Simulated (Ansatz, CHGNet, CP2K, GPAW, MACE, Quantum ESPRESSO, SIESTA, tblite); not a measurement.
# Which run comes nearest? Random packing of 70AlN-30Al2O3 (mol %) (78 atoms)

Density of this cell: 3.27 g/cm³. The cell holds 78 atoms: 35 Al, 19 N and 24 O. Cell: a = 9.322 Å, b = 9.322 Å, c = 9.322 Å, α = 90.0°, β = 90.0°, γ = 90.0°. 78 atoms (35 Al, 19 N, 24 O) packed at random in a cube at 3.27 g/cm³ and pushed apart as soft spheres, cations and anions kept from their own kind; a start for melting by ab initio MD, not an equilibrated structure. Then every atom was moved at random, 0.05 Å r.m.s. a Cartesian component.

Geometry: as built.

The reference, a calculation:

| Quantity | Value |
| --- | --- |
| method | Kohn-Sham DFT, PBE, PAW, plane waves (Ansatz 0.2.0); cutoff 420 eV, Γ point, fermi-dirac smearing of 0.05 eV; PAW set soft_2 |
| r.m.s. force component | 2.025 eV/Å |
| longest force | 5.887 eV/Å |
| pressure | 10.56 GPa |
| SCF cycles | 10 |
| time | 5.7 s on 6 threads of Intel Xeon at 2.30GHz, shared host |
| CPU time | 22 s |

Runs, in no order:
A. GPAW PBE, LCAO dzp, h 0.16 Å: Kohn-Sham DFT, PBE, PAW, atomic orbitals (dzp)
B. CP2K PBE, DZVP-MOLOPT-SR, 840/50 Ry, diagonalisation: Kohn-Sham DFT, PBE, GTH-PBE pseudopotentials, Gaussian and plane waves, DZVP-MOLOPT-SR-GTH, diagonalisation
C. MACE MP-0b3 medium potential: machine-learned interatomic potential MACE MP-0b3 medium, trained on PBE(+U) plane-wave data
D. QE PBE, sssp-1.3.0-efficiency, 60/480 Ry: Kohn-Sham DFT, PBE, SSSP efficiency 1.3.0 pseudopotentials, plane waves

**Question.** Rank the runs by how far their forces lie from the reference's, least first.

D, B, A, C.

```
                                                    run  Δ force, r.m.s. (meV/Å)  share of r.m.s. force (%)  CPU time
            D. QE PBE, sssp-1.3.0-efficiency, 60/480 Ry                     27.7                       1.37    25 min
B. CP2K PBE, DZVP-MOLOPT-SR, 840/50 Ry, diagonalisation                     43.1                       2.13    18 min
                        A. GPAW PBE, LCAO dzp, h 0.16 Å                      227                       11.2    25 min
                        C. MACE MP-0b3 medium potential                      509                       25.2      10 s
```

Machine-learned potentials mimic data converged in k, so the reference's own k-point error enters their differences. The electronic-structure runs sample only Γ, in a cell whose shortest periodic width is 9 Å, which is coarse for a cell with partly filled levels.

[Logs are printed without paths, hosts, clocks, repeated set-up lines and the standing remarks that a program may print on its own settings, such as how far it seeks lower states.]

[Hosts, paths, dates, database ids (printed as entryN), source tags and the programs' standing remarks are cut or masked in the printed files.]
